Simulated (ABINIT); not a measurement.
An input for ABINIT 10.8.3 (Al2O3 (Corundum)):

```
acell 3*1.0 Angstrom
rprim 
  2.451657499995 1.415465117560 4.266456035589
  -2.451657499995 1.415465117560 4.266456035589
  -0.000000000000 -2.830930235189 4.266456035566
ntypat 2
znucl 13 8
natom 10
typat 1 1 1 1 2 2 2 2 2 2
xred 
  0.353567102273 0.353567102273 0.353567102273
  0.146432897727 0.146432897727 0.146432897727
  0.646432897727 0.646432897727 0.646432897727
  0.853567102273 0.853567102273 0.853567102273
  0.554607566129 0.945392433871 0.250000000000
  0.250000000000 0.554607566129 0.945392433871
  0.945392433871 0.250000000000 0.554607566129
  0.445392433871 0.054607566129 0.750000000000
  0.750000000000 0.445392433871 0.054607566129
  0.054607566129 0.750000000000 0.445392433871
pp_dirpath "pseudos"
pseudos "Al.upf, O.upf"
ecut 36
ngkpt 2 2 2
nshiftk 1
shiftk 0 0 0
kptopt 1
chksymbreak 0
iscf -2
irdden 1
istwfk *1
nband 149
nbdbuf 12
tolwfr 1e-09
nstep 60
prtvol 0
indata_prefix "in"
outdata_prefix "out"
tmpdata_prefix "tmp"
```

```sh
OMP_NUM_THREADS=1 mpirun -n 4 abinit run.abi > log
```

Question: How long will it take on 4 MPI ranks of Arm Neoverse V1, shared host, and how much memory?

It took 41 s; on shared hardware allow 20 s to 82 s. Peak host memory was 0.39 GiB.

[Paths, hosts, dates, memory and timing lines, banners, echoed tables and standing remarks are left out of the program output.]

[Logs are printed without paths, hosts, clocks, repeated set-up lines and the standing remarks that a program may print on its own settings, such as how far it seeks lower states.]

[Runs of the session that timed out or met a known fault of the program may be left out.]

[Hosts, paths, dates, database ids (printed as entryN), source tags and the programs' standing remarks are cut or masked in the printed files.]

[G0W0 gaps are taken among the corrected bands and points alone; a level outside them can change the order at an edge.]

[Where Ansatz stands beside ABINIT at settings called matched, ABINIT's density can come from a denser mesh and the files from another edition; pairs whose starting gaps differed by over 0.03 eV were left out, so agreement reads better than it is.]
